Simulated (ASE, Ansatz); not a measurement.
# Forces and charges in generalised stacking fault on (110) of a LiCl-LiBr solid solution (56 atoms), part 2 of 2

What does DFT give for generalised stacking fault on (110) of a LiCl-LiBr solid solution (56 atoms) as built?

Ansatz 0.2.0; Kohn-Sham DFT, PBE, PAW (set soft_2), plane waves.

The cell: 28 Li, 10 Br and 18 Cl. The cell is under 6 Å thick along one periodic direction. The host structure and its lattice constant were typed by rule, without a check against the phase diagram.

So far. Step 2 (Plane-wave single point): Mean Löwdin charges: Br -0.55, Cl -0.63, Li +0.66 e (they miss 0.62 % of the electrons, so they add up to more than the cell's charge).

## (3) Local order

These statistics describe the geometry on which the runs were made.

Density 2.63 g/cm³, 18.40 Å³ an atom.

g(r), total and by pair (bins of 0.2 Å):

| r (Å) | total | Li-Li | Li-Cl | Li-Br | Cl-Cl | Cl-Br | Br-Br |
| --- | --- | --- | --- | --- | --- | --- | --- |
| 2.00 | 0.18 | 0.00 | 0.00 | 1.02 | 0.00 | 0.00 | 0.00 |
| 2.20 | 0.06 | 0.00 | 0.18 | 0.00 | 0.00 | 0.00 | 0.00 |
| 2.40 | 0.00 | 0.00 | 0.00 | 0.00 | 0.00 | 0.00 | 0.00 |
| 2.60 | 6.05 | 0.00 | 12.45 | 11.45 | 0.00 | 0.00 | 0.00 |
| 2.80 | 0.00 | 0.00 | 0.00 | 0.00 | 0.00 | 0.00 | 0.00 |
| 3.00 | 0.00 | 0.00 | 0.00 | 0.00 | 0.00 | 0.00 | 0.00 |
| 3.20 | 0.00 | 0.00 | 0.00 | 0.00 | 0.00 | 0.00 | 0.00 |
| 3.40 | 0.18 | 0.37 | 0.00 | 0.00 | 0.00 | 0.40 | 1.44 |
| 3.60 | 0.35 | 0.46 | 0.00 | 0.00 | 0.75 | 1.18 | 0.60 |
| 3.80 | 5.55 | 11.30 | 0.00 | 0.00 | 12.05 | 10.00 | 10.05 |
| 4.00 | 0.07 | 0.00 | 0.05 | 0.28 | 0.00 | 0.00 | 0.00 |
| 4.20 | 0.12 | 0.23 | 0.00 | 0.00 | 0.00 | 0.51 | 0.00 |
| 4.40 | 0.08 | 0.16 | 0.00 | 0.00 | 0.13 | 0.11 | 0.41 |
| 4.60 | 2.69 | 0.05 | 5.35 | 5.25 | 0.00 | 0.11 | 0.00 |
| 4.80 | 0.09 | 0.18 | 0.00 | 0.00 | 0.00 | 0.20 | 0.72 |
| 5.00 | 0.17 | 0.00 | 0.26 | 0.47 | 0.00 | 0.00 | 0.00 |
| 5.20 | 1.65 | 2.98 | 0.24 | 0.43 | 3.27 | 2.46 | 4.13 |
| 5.40 | 0.01 | 0.04 | 0.00 | 0.00 | 0.00 | 0.00 | 0.00 |
| 5.60 | 0.07 | 0.00 | 0.05 | 0.27 | 0.00 | 0.00 | 0.00 |
| 5.80 | 3.76 | 0.00 | 7.95 | 6.74 | 0.00 | 0.00 | 0.00 |
| 6.00 | 0.81 | 0.00 | 1.53 | 1.75 | 0.00 | 0.00 | 0.00 |
| 6.20 | 0.00 | 0.00 | 0.00 | 0.00 | 0.00 | 0.00 | 0.00 |
| 6.40 | 3.87 | 7.76 | 0.00 | 0.00 | 8.05 | 7.79 | 6.70 |
| 6.60 | 0.11 | 0.10 | 0.06 | 0.23 | 0.06 | 0.11 | 0.19 |
| 6.80 | 0.16 | 0.21 | 0.11 | 0.13 | 0.00 | 0.45 | 0.00 |
| 7.00 | 0.28 | 0.19 | 0.26 | 0.53 | 0.11 | 0.28 | 0.34 |
| 7.20 | 0.15 | 0.28 | 0.02 | 0.03 | 0.19 | 0.31 | 0.31 |
| 7.40 | 1.39 | 2.73 | 0.01 | 0.08 | 2.93 | 2.54 | 2.67 |

Bonds by pair of elements; cutoffs follow the first minimum of g(r), held within bounds set by covalent radii, and pairs that aren't listed don't count as bonded:

| pair A-B | cutoff (Å) | bonds | mean length (Å) | spread (Å) | shortest (Å) | B about A | A about B |
| --- | --- | --- | --- | --- | --- | --- | --- |
| Li-Cl | 3.06 | 107 | 2.63 | 0.052 | 2.10 | 3.82 | 5.94 |
| Li-Br | 3.02 | 57 | 2.60 | 0.123 | 2.07 | 2.04 | 5.7 |

How many atoms have how many bonded neighbours:

| element | mean | 5 | 6 |
| --- | --- | --- | --- |
| Br | 5.7 | 3 | 7 |
| Cl | 5.94 | 1 | 17 |
| Li | 5.86 | 4 | 24 |

Bond angles, per cent of each kind in bins of 5°:

| angle (°) | Li-Cl-Li | Cl-Li-Cl | Br-Li-Cl | Li-Br-Li | Br-Li-Br |
| --- | --- | --- | --- | --- | --- |
| 85–90 | 40.4 | 37.9 | 37.8 | 37.8 | 27.5 |
| 90–95 | 39.2 | 41.2 | 42.4 | 40.0 | 47.1 |
| 95–100 | 0.0 | 0.0 | 0.0 | 0.0 | 0.0 |
| 100–105 | 0.0 | 0.0 | 0.0 | 0.0 | 0.0 |
| 105–110 | 0.0 | 0.0 | 0.0 | 0.0 | 0.0 |
| 110–115 | 0.0 | 0.0 | 0.0 | 0.0 | 0.0 |
| 115–120 | 0.0 | 0.0 | 0.0 | 0.0 | 0.0 |
| 120–125 | 0.0 | 0.0 | 0.0 | 0.0 | 0.0 |
| 125–130 | 0.4 | 0.0 | 2.3 | 2.2 | 0.0 |
| 130–135 | 0.0 | 0.0 | 0.0 | 0.0 | 0.0 |
| 135–140 | 0.0 | 0.0 | 0.0 | 0.0 | 0.0 |
| 140–145 | 0.4 | 0.6 | 1.2 | 2.2 | 2.0 |
| 145–150 | 0.0 | 0.0 | 0.0 | 0.0 | 0.0 |
| 150–155 | 0.0 | 0.0 | 0.0 | 0.0 | 0.0 |
| 155–160 | 0.0 | 0.0 | 0.0 | 0.0 | 0.0 |
| 160–165 | 0.0 | 0.0 | 0.0 | 0.0 | 0.0 |
| 165–170 | 0.0 | 0.0 | 0.0 | 0.0 | 0.0 |
| 170–175 | 0.0 | 0.0 | 0.0 | 0.0 | 0.0 |
| 175–180 | 19.6 | 20.3 | 16.3 | 17.8 | 23.5 |

Bond angles (no mean is given where the spread exceeds 20°):

| angle | count | mean (°) | spread (°) |
| --- | --- | --- | --- |
| Li-Cl-Li | 265 | - | - |
| Cl-Li-Cl | 177 | - | - |
| Br-Li-Cl | 172 | - | - |
| Li-Br-Li | 135 | - | - |
| Br-Li-Br | 51 | - | - |

Bond length by coordination (bonds to H left out):

| element | coordination | atoms | mean bond length (Å) |
| --- | --- | --- | --- |
| Br | 5 | 3 | 2.52 |
| Br | 6 | 7 | 2.63 |
| Cl | 5 | 1 | 2.52 |
| Cl | 6 | 17 | 2.63 |
| Li | 5 | 4 | 2.53 |
| Li | 6 | 24 | 2.63 |

Counting bonds as in the table, 70 % of Br atoms have 6, 94 % of Cl atoms have 6 and 86 % of Li atoms have 6 bonded neighbours.

A closer look about Li1, which has 5 bonded neighbours where the commonest count for Li is 6: 15 atoms, nearest first, numbered in the order of the input, with positions taken from that point.

| atom | x | y | z | distance (Å) | bonds | Löwdin charge (e) | Fx | Fy | Fz (eV/Å) |
| --- | --- | --- | --- | --- | --- | --- | --- | --- | --- |
| Li1 | 0.00 | 0.00 | 0.00 | 0.00 | 5 | 0.68 | -0.26 | 0.00 | -2.19 |
| Br2 | 0.30 | 0.00 | 2.07 | 2.09 | 5 | -0.56 | 0.40 | -0.01 | 2.07 |
| Cl28 | 1.85 | -0.03 | -1.85 | 2.62 | 6 | -0.63 | -0.06 | 0.07 | 0.10 |
| Cl42 | 0.00 | 2.63 | -0.01 | 2.63 | 5 | -0.64 | -0.23 | -0.02 | -1.32 |
| Cl42 | 0.00 | -2.64 | -0.01 | 2.64 | 5 | -0.64 | -0.23 | -0.02 | -1.32 |
| Cl14 | -1.88 | -0.01 | -1.88 | 2.66 | 6 | -0.63 | 0.06 | 0.01 | 0.16 |
| Li43 | 0.31 | -2.63 | 2.07 | 3.36 | 5 | 0.67 | 0.24 | -0.01 | 0.93 |
| Li43 | 0.31 | 2.64 | 2.07 | 3.37 | 5 | 0.67 | 0.24 | -0.01 | 0.93 |
| Li41 | 1.84 | 2.63 | -1.86 | 3.71 | 6 | 0.66 | -0.24 | 0.00 | 0.08 |
| Li41 | 1.84 | -2.64 | -1.86 | 3.71 | 6 | 0.66 | -0.24 | 0.00 | 0.08 |
| Li55 | -1.88 | 2.61 | -1.87 | 3.72 | 6 | 0.66 | 0.24 | 0.01 | 0.07 |
| Li15 | 3.72 | 0.01 | 0.01 | 3.72 | 5 | 0.66 | -0.30 | -0.01 | -2.34 |
| Li15 | -3.72 | 0.01 | 0.01 | 3.72 | 5 | 0.66 | -0.30 | -0.01 | -2.34 |
| Li13 | -0.02 | -0.01 | -3.73 | 3.73 | 6 | 0.69 | -0.01 | 0.00 | 0.01 |
| Li55 | -1.88 | -2.66 | -1.87 | 3.76 | 6 | 0.66 | 0.24 | 0.01 | 0.07 |

The column of bonds counts only the pairs Li-Cl within 3.06 Å, Li-Br within 3.02 Å; other neighbours, such as metal atoms beside each other in a compound, aren't counted, and periodic images can show an atom twice.

## (4) Outcome

| Property | Result |
| --- | --- |
| free energy per atom | -948.0022 eV/atom |
| density | 2.63 g/cm³ |
| pressure | 1.318 GPa |
| r.m.s. force component | 0.4546 eV/Å |
| gap (highest filled to lowest empty level) | 5.346 eV |
| wall time of the 1 DFT run | 24 s |

The highest filled and lowest empty levels differ by 5.35 eV on the run's k-points; the mesh holds the band edges only if they fold onto it, so the gap at this level can be narrower or closed, while semilocal functionals tend to narrow gaps against experiment. Counting bonds as in the table, 70 % of Br atoms have 6, 94 % of Cl atoms have 6 and 86 % of Li atoms have 6 bonded neighbours.

**Limits.** The geometry was built by rule, was displaced at random and isn't relaxed at this level: its force components are 0.45 eV/Å r.m.s.

[Hosts, paths, dates, database ids (printed as entryN), source tags and the programs' standing remarks are cut or masked in the printed files.]
